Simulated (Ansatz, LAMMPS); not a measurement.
# Charge trapping in glassy 67P2O5-33MgO (mol %) (80 atoms), part 2 of 5

Does an extra electron or hole in glassy 67P2O5-33MgO (mol %) (80 atoms) stay spread out, or do the atoms trap it?

Ansatz 0.2.0; Kohn-Sham DFT, PBE, PAW (set soft_2), plane waves.

The cell: 20 P, 5 Mg and 55 O. The quench rate of 25 K/ps is orders of magnitude faster than experiment. The starting topology of bonds comes from the classical model. The Brillouin zone is sampled at Γ only, in a cell whose shortest periodic width is 10 Å.

So far. Step 2 (Single point at the start): The r.m.s. force at the start is 1.6 eV/Å. Step 3 (Relaxation): The relaxation converged after 26 steps, 10.4 eV below its start, with a largest force component of 0.038 eV/Å.

## (4) Single point at the relaxed geometry

The electronic structure is read at the final geometry, in a run of its own.

Contents of input.yaml:

```yaml
crystal:
  lattice:
    - [9.7256, 0.0, 0.0]
    - [0.0, 9.7256, 0.0]
    - [0.0, 0.0, 9.7256]
  atoms:
    - { symbol: P, position: [0.33825, 0.30744, 0.14894] }
    - { symbol: P, position: [0.06043, 0.02232, 0.92391] }
    - { symbol: P, position: [0.04302, 0.43548, 0.5945] }
    - { symbol: P, position: [0.60613, 0.40298, 0.26919] }
    - { symbol: P, position: [0.34923, 0.259, 0.65578] }
    - { symbol: P, position: [0.50929, 0.03569, 0.52028] }
    [... 68 atom lines left out ...]
    - { symbol: O, position: [0.36628, 0.61478, 0.5083] }
    - { symbol: O, position: [0.05626, 0.44544, 0.91755] }
    - { symbol: O, position: [0.2913, 0.81879, 0.37894] }
    - { symbol: O, position: [0.7719, 0.72757, 0.58732] }
    - { symbol: O, position: [0.24096, 0.98629, 0.64499] }
    - { symbol: O, position: [0.89315, 0.28916, 0.0918] }
kpoints:
  mp_grid: { grid: [1, 1, 1] }
hamiltonian:
  xc: pbe
scf:
  occupations: { method: fixed }
output:
  forces: true
  stress: true
  populations: true
  dos:
    method: { smearing: { sigma: 0.08 } }
    de: 0.1
    projected: { site_lists: { Mg: [Mg], O: [O], P: [P] } }
  eigenvalues: true
  write_density: true
  write_potential: true
  volumetric_format: npy
```

Launch:

```
$ ansatz run input.yaml --threads 4 --pin off --max-ram 8192MiB --backend cpu --events-out ev --progress --plain --runs-dir out
```

Standard output:

```text
[...]
Crystal: 80 atoms, lattice volume = 919.918 Å³
Basis set: ecut = 420 eV, 17941 PW (Γ), exchange–correlation on 144×144×144 points (8 copies of the dense FFT grid, shifted against one another)
Bands: 320, of which v1, the nominal top of the filled ones, is band 240 counted from 1 (239 counted from 0)
Symmetry: 1 space group operations
[...]
k-points: 1
[...]
SCF iter   1: F=—  HF=-55967.027020 eV  |F-HF|=—  |Δ(HF+E_count)|=         —  Δρ=4.49e-3  dr2=1.95e-1  ethr=1.77e-3  ⟨swp⟩=6.0  Hψ=1293  notcnv=0  defer=78
[...]
SCF iter   9: F=-55966.995902 eV  HF=-55966.995902 eV  |F-HF|=3.33e-8  |Δ(HF+E_count)|=   1.72e-7  Δρ=2.63e-6  dr2=6.33e-8  ethr=2.08e-11  ⟨swp⟩=25.0  Hψ=3534  notcnv=0
SCF 1 converged in 9 iterations: F = -55966.995902 eV  dr2 = 6.33e-8
[...]
SCF converged after 9 iterations
Free energy (F): -55966.995902 eV
[...]
Internal energy: -55966.995902 eV  (E = F + TS)
E sigma→0 (E₀):  -55966.995902 eV
Fermi energy:    5.356450 eV
[...]
--- Forces (eV/Å), atoms counted from 1 ---
  atom   1  P      0.02904552     0.00082394     0.01696531
  atom   2  P     -0.00667637    -0.00420417    -0.00234350
  atom   3  P      0.00759287    -0.00105347     0.01107463
  atom   4  P     -0.01171150    -0.02136512     0.01913038
  atom   5  P      0.00309791     0.00267167    -0.00005899
  atom   6  P     -0.01267457     0.00711831     0.00632426
  atom   7  P     -0.00208539     0.01216344    -0.00660203
  atom   8  P     -0.00932819    -0.01759827     0.03241592
  atom   9  P     -0.00410759     0.01974796    -0.01120493
  atom  10  P     -0.01379417    -0.00299461     0.00327498
  atom  11  P     -0.00021603     0.00287024    -0.00070921
  atom  12  P      0.03275697    -0.00260199     0.00450976
  atom  13  P      0.01868568    -0.00592952     0.00750047
  atom  14  P     -0.00585253    -0.01203461     0.01157137
[...]
atom  79  O      0.00396467    -0.00096286    -0.00800853
  atom  80  O     -0.00424572    -0.00244593    -0.00162257
  max |Σ_I F_I| component: 1.97e-4 eV/Å
--- Stress (GPa, compression-positive) ---
        6.408941      -0.755556      -1.134315
       -0.755555       4.568988       0.675441
       -1.134312       0.675439       3.855328
  P = ⅓ Tr σ = 4.9444 GPa (49.444 kbar)
--- Band table (eV) ---
[...]
--- Löwdin populations: 80 sites ---
  site symbol       q [e]
     0      P      2.7686
     1      P      2.7574
     2      P      2.7812
[...]
79      O      6.7779
  spilling = 0.016586 (of n_electrons = 480.000000)
```

The job ended after 8.7 s (4 threads of Intel Xeon Platinum 8488C (Sapphire Rapids), shared host; peak memory 1.2 GiB; 30 s of CPU time).

Read from the output:

```yaml
free_energy: -55966.9959 eV
free_energy_per_atom: -699.5874 eV/atom
scf_cycles: 9
pressure: 4.944 GPa
r_m_s_force_component: 0.01125 eV/Å
longest_force: 0.04267 eV/Å
fermi_energy: 5.356 eV
spacing_of_highest_filled_and_lowest_empty_level: 2.51 eV
spilling_of_the_projection: 0.01659
```

Löwdin charges by element and coordination (they lack the spilled electrons, 0.100 e an atom on average):

```csv
element,coordination,atoms,mean charge (e),spread,least,most
Mg,all,5,1.64,0.0126,1.62,1.66
Mg,4,2,1.65,0.0081,1.64,1.66
Mg,5,2,1.63,9.0e-4,1.63,1.63
Mg,6,1,1.62,0,1.62,1.62
O,all,55,-0.800,0.0976,-1.04,-0.676
O,1,8,-0.809,0.0459,-0.890,-0.754
O,2,44,-0.785,0.092,-0.953,-0.676
O,3,2,-0.976,0.0553,-1.03,-0.921
O,4,1,-1.04,0,-1.04,-1.04
P,all,20,2.19,0.0459,2.09,2.25
P,4,18,2.19,0.0482,2.09,2.25
P,5,2,2.18,0.0116,2.17,2.20
```

States in the cell by windows of 1 eV, zero at the Fermi level; the larger projections on atomic orbitals stand beside the total:

```
from (eV)  to (eV)  total   O p  P p  O s
      -10       -9   13.1   8.9  3.1  0.5
       -9       -8    6.8   4.9  1.0  0.5
       -8       -7   18.3  13.3  1.9  2.0
       -7       -6   36.6  28.3  3.3  3.4
       -6       -5   36.3  30.7  2.2  2.1
       -5       -4   45.8  40.7  2.0  1.7
       -4       -3   46.9  42.7  1.6  1.3
       -3       -2   48.2  45.1  1.3  0.7
       -2       -1   32.2  30.3  0.9  0.3
       -1        0    8.4   8.1  0.2  0.0
        0        1    0.5   0.5  0.0  0.0
        1        2    0.0   0.0  0.0  0.0
        2        3    2.0   0.4  0.2  0.4
        3        4    4.0   0.8  1.2  0.6
        4        5    6.9   1.1  1.9  1.1
```

The curve was stored every 0.100 eV, coarse against its broadening of 0.08 eV, so these counts are rough.

With fixed occupations the program's Fermi level is the highest filled level; weight inside the gap is the broadening of levels at its edges.

Between -26 and -10 eV lie 147 more states.

The levels nearest the highest filled one (over half full), pooled over k-points and spins:

| level less the highest filled one (eV) | occupation |
| --- | --- |
| -1.05 | 2 |
| -0.952 | 2 |
| -0.9 | 2 |
| -0.844 | 2 |
| -0.605 | 2 |
| 0 | 2 |
| 2.51 | 0 |
| 3.47 | 0 |
| 3.88 | 0 |
| 4.17 | 0 |
| 4.51 | 0 |
| 4.69 | 0 |

Valence density in the ac plane at fractional y = 0.634, with atoms of P and Mg and O within 0.2 Å of it. It is the smooth field of the valence electrons, not physical close to the nuclei.

Ten steps, logarithmic in the rise over the least value, from '_' (0 e/Å³) to '@' (22 e/Å³), each cell a mean:
```
@@##--::==**++==--::==++##**==..__________________--%%
++==....::------::::::--====::..____________..::....==
__________..................______________..--====::..
________________....____________________..::==**++--..
________________......__________________..--==++++--..
______________..::::::..____________....::::--==--::__
______________..------::____________....::....::::..__
________......::------::____________....::::..::::....
______..........::::::..______________..::--::::::::..
________........::----::______________..::::::........
______________..--++++==::____________....::....______
______________::==**##++::______________......________
______........::==****==::________________....::--::..
..__..------::::--====::..__________........--++**++--
::..--++**++==::..::::..________............==**##**==
::::--++**++==::::----::..______..::........--++**++==
..::--====--::::--==++++--..____......______..::------
....::::::......--++####++::__________________....::::
::::::..______..::++****==::........____________..::::
::::..__________..::==--::..::++==::______________..::
::....____________..........::++++::______________....
....____..........__....::....::..__________________..
==::....--====--::::::--====--..____________________::
@@##::::++****==--::--++##**==..__________________::##
```
Columns run along a (9.7 Å), rows up along c (9.7 Å). Atoms in or near the plane, at fractional coordinates: P at (0.31, 0.37), P at (0.81, 0.71), P at (0.02, 0.27), Mg at (0.01, 0.98), O at (0.46, 0.99), O at (0.90, 0.38), O at (0.39, 0.25), O at (0.37, 0.51).

Electrostatic potential energy in the ac plane at fractional y = 0.634, with atoms of P and Mg and O within 0.2 Å of it. With pseudopotentials it is smooth inside the atoms' cores, unlike the true potential.

Ten even steps from '_' (-53 eV) to '@' (12 eV), each cell a mean:
```
__..**%%**----==::::++--..::**@@@@@@@@@@@@@@@@@@%%**__
--++##@@@@%%%%##++++####**##@@@@@@@@@@@@@@@@@@@@%%##++
%%%%%%@@@@@@@@%%%%%%%%@@@@@@@@@@@@@@@@@@@@@@%%**##%%%%
@@@@@@@@@@@@@@@@@@@@@@@@@@@@@@@@@@@@@@@@@@@@++--==%%@@
@@@@@@@@@@@@@@@@@@@@@@@@@@@@@@@@@@@@@@@@%%##++--++%%@@
@@@@@@@@@@@@@@%%%%%%%%@@@@@@@@@@@@@@@@%%++::..==##@@@@
@@@@@@@@@@@@%%%%##**##%%@@@@@@@@@@@@@@##::____..**%%@@
@@@@@@@@@@@@%%##++++##%%@@@@@@@@@@@@@@##--____..**%%@@
@@@@@@@@@@@@%%##****##%%@@@@@@@@@@@@@@%%**==--++%%@@@@
@@@@@@@@@@@@@@%%%%####%%@@@@@@@@@@@@@@@@%%%%%%%%@@@@@@
@@@@@@@@@@@@@@@@##==--**@@@@@@@@@@@@@@@@@@%%@@@@@@@@@@
@@@@@@@@@@@@@@%%++::..==@@@@@@@@@@@@@@@@@@@@@@@@@@@@@@
@@@@@@@@@@@@%%##**----**@@@@@@@@@@@@@@@@@@%%%%%%%%@@@@
@@@@@@%%######==::--**%%@@@@@@@@@@@@@@@@%%%%%%++--++%%
%%%%%%++--====______==%%@@@@@@@@@@@@@@@@@@%%##::__::**
--==**==::--++______==%%@@@@@@@@@@@@@@@@@@@@%%==::--++
____--****####++------++%%@@@@@@@@@@@@@@@@@@@@%%##++..
____::##%%@@%%%%##==....++@@@@%%%%@@@@@@@@@@@@@@%%**__
..::++%%@@@@@@@@@@++::::**%%%%####%%@@@@@@@@@@@@@@##==
####%%@@@@@@@@@@@@@@####%%%%**--==##%%@@@@@@@@@@@@%%%%
%%%%@@@@@@@@@@@@@@@@@@@@@@%%**--==##%%@@@@@@@@@@@@@@%%
%%%%@@@@@@@@@@@@@@@@@@@@@@%%%%####%%@@@@@@@@@@@@@@@@%%
++**%%@@%%**##%%####%%##****%%%%%%@@@@@@@@@@@@@@%%%%**
__..**%%++::--++====**--..::**@@@@@@@@@@@@@@@@@@%%**..
```
Columns run along a (9.7 Å; values clipped at the 3rd and 97th percentile), rows up along c (9.7 Å). Atoms in or near the plane, at fractional coordinates: P at (0.31, 0.37), P at (0.81, 0.71), P at (0.02, 0.27), Mg at (0.01, 0.98), O at (0.46, 0.99), O at (0.90, 0.38), O at (0.39, 0.25), O at (0.37, 0.51).

The highest filled and lowest empty levels differ by 2.51 eV (at Γ alone); a semilocal functional tends to put such gaps too low. In a disordered cell it changes from sample to sample, and tail or defect levels can set it. Mean Löwdin charges: Mg +1.64, O -0.80, P +2.19 e (they miss 1.7 % of the electrons, so they add up to more than the cell's charge).

## (5) An extra electron, atoms held

The electron count changes by one with the atoms held: a vertical process, on a uniform background, with spin and a narrow Fermi–Dirac smearing. Its energy against the neutral cell hangs on the program's zero of potential.

Contents of input.yaml:

```yaml
crystal:
  lattice:
    - [9.7256, 0.0, 0.0]
    - [0.0, 9.7256, 0.0]
    - [0.0, 0.0, 9.7256]
  atoms:
    [... the 80 atom lines of step 4 ...]
total_charge: -1
kpoints:
  mp_grid: { grid: [1, 1, 1] }
hamiltonian:
  xc: pbe
scf:
  occupations: { method: fermi_dirac, width: 0.01 }
  lower_state_search: "off"
output:
  forces: true
  stress: true
  populations: true
  dos:
    method: { smearing: { sigma: 0.15 } }
    de: 0.1
    projected: { site_lists: { Mg: [Mg], O: [O], P: [P] } }
  eigenvalues: true
  write_density: true
  write_potential: true
  volumetric_format: npy
magnetization:
  spin_polarized: true
  initial_magnetization: 1
```

Standard output:

```text
[...]
Crystal: 80 atoms, lattice volume = 919.918 Å³
Basis set: ecut = 420 eV, 17941 PW (Γ), exchange–correlation on 144×144×144 points (8 copies of the dense FFT grid, shifted against one another)
Bands: 321, of which v1, the nominal top of the filled ones, is band 241 counted from 1 (240 counted from 0)
Symmetry: 1 space group operations
[...]
k-points: 1
[...]
Starting moments: Σ|m| = 1 μB on 80 of 80 sites
[...]
SCF iter   1: F=—  HF=-56007.015455 eV  |F-HF|=—  |Δ(HF+E_count)|=         —  Δρ=6.38e-2 (↑6.30e-2 ↓6.38e-2)  dr2=1.62e2  dr2_m=1.79e-2  M=1.000 μB ∫|m|=1.007 μB  β_m=1.00  ethr=3.10e-3  ⟨swp⟩=8.0  Hψ=3060  notcnv=0  defer=54
[...]
spin=Collinear: Resta preconditioning applied to the charge; magnetization (m = ρ↑ − ρ↓) channel mixes plain (no charge-response kernel on spin).
SCF iter   2: F=—  HF=-55971.301860 eV  |F-HF|=—  |Δ(HF+E_count)|=         —  Δρ=3.26e-2 (↑3.22e-2 ↓3.26e-2)  dr2=4.65e1  dr2_m=3.38e-3  M=1.000 μB ∫|m|=1.036 μB  β_m=0.30  ethr=3.10e-3  ⟨swp⟩=3.0  Hψ=1175  notcnv=0  defer=151
[...]
SCF iter   8: F=—  HF=-55958.910100 eV  |F-HF|=—  |Δ(HF+E_count)|=   1.54e-2  Δρ=7.78e-4 (↑7.41e-4 ↓7.78e-4)  dr2=2.77e-3  dr2_m=4.11e-3  M=1.000 μB ∫|m|=1.065 μB  β_m=0.30  ethr=4.02e-6  ⟨swp⟩=5.0  Hψ=871  notcnv=0  defer=144
[...]
spin-set hold released at iteration 8 (site moments contracting): the magnetisation degrees of freedom join the quasi-Newton model from the next iteration; the mixer history was flushed
SCF iter   9: F=—  HF=-55958.914468 eV  |F-HF|=—  |Δ(HF+E_count)|=   4.37e-3  Δρ=6.23e-4 (↑6.23e-4 ↓5.61e-4)  dr2=1.68e-3  dr2_m=2.59e-3  M=1.000 μB ∫|m|=1.070 μB  β_m=0.65  ethr=5.75e-7  ⟨swp⟩=4.0  Hψ=872  notcnv=0  defer=144
SCF iter  10: F=—  HF=-55958.920980 eV  |F-HF|=—  |Δ(HF+E_count)|=   6.51e-3  Δρ=2.33e-4 (↑2.33e-4 ↓2.10e-4)  dr2=8.56e-4  dr2_m=2.45e-4  M=1.000 μB ∫|m|=1.081 μB  β_m=0.72  ethr=3.49e-7  ⟨swp⟩=5.0  Hψ=1201  notcnv=0  defer=144
[...]
SCF iter  16: F=-55958.923474 eV  HF=-55958.923474 eV  |F-HF|=3.81e-9  |Δ(HF+E_count)|=   8.35e-9  Δρ=6.32e-7 (↑5.55e-7 ↓6.32e-7)  dr2=1.23e-8  dr2_m=7.61e-10  M=1.000 μB ∫|m|=1.087 μB  β_m=0.79  ethr=2.08e-11  ⟨swp⟩=12.5  Hψ=4278  notcnv=0
SCF iter  17: F=-55958.923474 eV  HF=-55958.923474 eV  |F-HF|=6.48e-10  |Δ(HF+E_count)|=   3.08e-9  Δρ=3.08e-7 (↑3.08e-7 ↓2.55e-7)  dr2=2.17e-9  dr2_m=7.51e-11  M=1.000 μB ∫|m|=1.087 μB  ethr=2.55e-12  ⟨swp⟩=9.0  Hψ=3836  notcnv=0
SCF 1 converged in 17 iterations: F = -55958.923474 eV  dr2 = 2.17e-9
[...]
SCF converged after 17 iterations
Magnetization: 1.0000 μB (241.0000 up, 240.0000 down)
Absolute magnetization: 1.0891 μB (∫|ρ↑−ρ↓|, with the PAW one-centre terms)
[...]
Per-site moments (μB) at R_I (Å): [(0.00397248, 0.610027), (0.0058904, 0.610940), (0.00279786, 0.609293), (0.000318552, 0.603387), (0.00391996, 0.605679), [...]
Free energy (F): -55958.923474 eV
[...]
Internal energy: -55958.923474 eV  (E = F + TS)
E sigma→0 (E₀):  -55958.923474 eV
Entropy (-TS):   -0.000000 eV (-0.000 meV/atom)
Fermi energy:    8.376878 eV
[...]
Σ components = -55958.923474   (vs F -55958.923474, Δ=0.00e0)
--- Forces (eV/Å), atoms counted from 1 ---
  atom   1  P     -0.37298787    -0.75261583    -0.26740444
  atom   2  P      0.92268706    -0.57245972     0.19901620
  atom   3  P      0.32505234     0.06739653     0.00733136
  atom   4  P     -0.25865582    -0.16642037    -0.06985881
[...]
atom  80  O     -0.00981552     0.06821308     0.02087235
  max |Σ_I F_I| component: 2.55e-5 eV/Å
--- Stress (GPa, compression-positive) ---
        7.959522      -0.636936      -1.053061
       -0.636936       6.334503       0.962501
       -1.053058       0.962498       6.122405
  P = ⅓ Tr σ = 6.8055 GPa (68.055 kbar)
--- Band table (eV) ---
[...]
--- Löwdin populations: 80 sites ---
  site symbol       q [e]    m [muB]
     0      P      2.7855     0.0147
     1      P      2.7774     0.0193
     2      P      2.7947     0.0118
[...]
79      O      6.7831     0.0006
  spilling = 0.016609 (of n_electrons = 481.000000)
```

Run time: 24 s. Hardware: 4 threads; peak memory 1.9 GiB; 92 s of CPU time.

An extra electron, atoms held: the energy stands 8.07 eV above that of the reference, with a moment of 1.00 μB.

The levels nearest the highest filled one (over half full), pooled over k-points and spins:

| level less the highest filled one (eV) | occupation |
| --- | --- |
| -3.50 | 1 |
| -2.91 | 1 |
| -2.91 | 1 |
| 0 | 1 |
| 0.274 | 0 |
| 0.891 | 0 |
| 1.19 | 0 |
| 1.25 | 0 |

Spin density in the ac plane at fractional y = 0.634, with atoms of P and Mg and O within 0.2 Å of it.

Ten even steps from '0' (-0.21 × 1e-2 e/Å³) to '9' (3.06 × 1e-2 e/Å³), each cell a mean:
```
000001000000000000000000000
000000000000000000000000000
000000000000000000000000000
000000000000000000000011000
000000000000000000111001000
000000110000000000123200000
000000132111110001134200000
000000256543211000122101000
000000145553210000001000000
000000011111110000000000000
000000002640000000000000000
000000003950000000000000000
000000000000000000000000000
000000122221000000000000000
000021011221000000000000110
110021000010000000000000100
110010000122000000000000000
000000000132000000000000000
000000000000000000000000000
000000000000000000000000000
000000000000000000000000000
000000000000000000000000000
000000000000100000000000000
000011100001210000000000000
```
Columns run along a (9.7 Å), rows up along c (9.7 Å). Atoms in or near the plane, at fractional coordinates: P at (0.31, 0.37), P at (0.81, 0.71), P at (0.02, 0.27), Mg at (0.01, 0.98), O at (0.46, 0.99), O at (0.90, 0.38), O at (0.39, 0.25), O at (0.37, 0.51).

(Part 2 of 5 ends here.)

[Long decimals in the printed logs are rounded to 6 places.]

[Logs are printed without paths, hosts, clocks, repeated set-up lines and the standing remarks that a program may print on its own settings, such as how far it seeks lower states.]

[Hosts, paths, dates, database ids (printed as entryN), source tags and the programs' standing remarks are cut or masked in the printed files.]
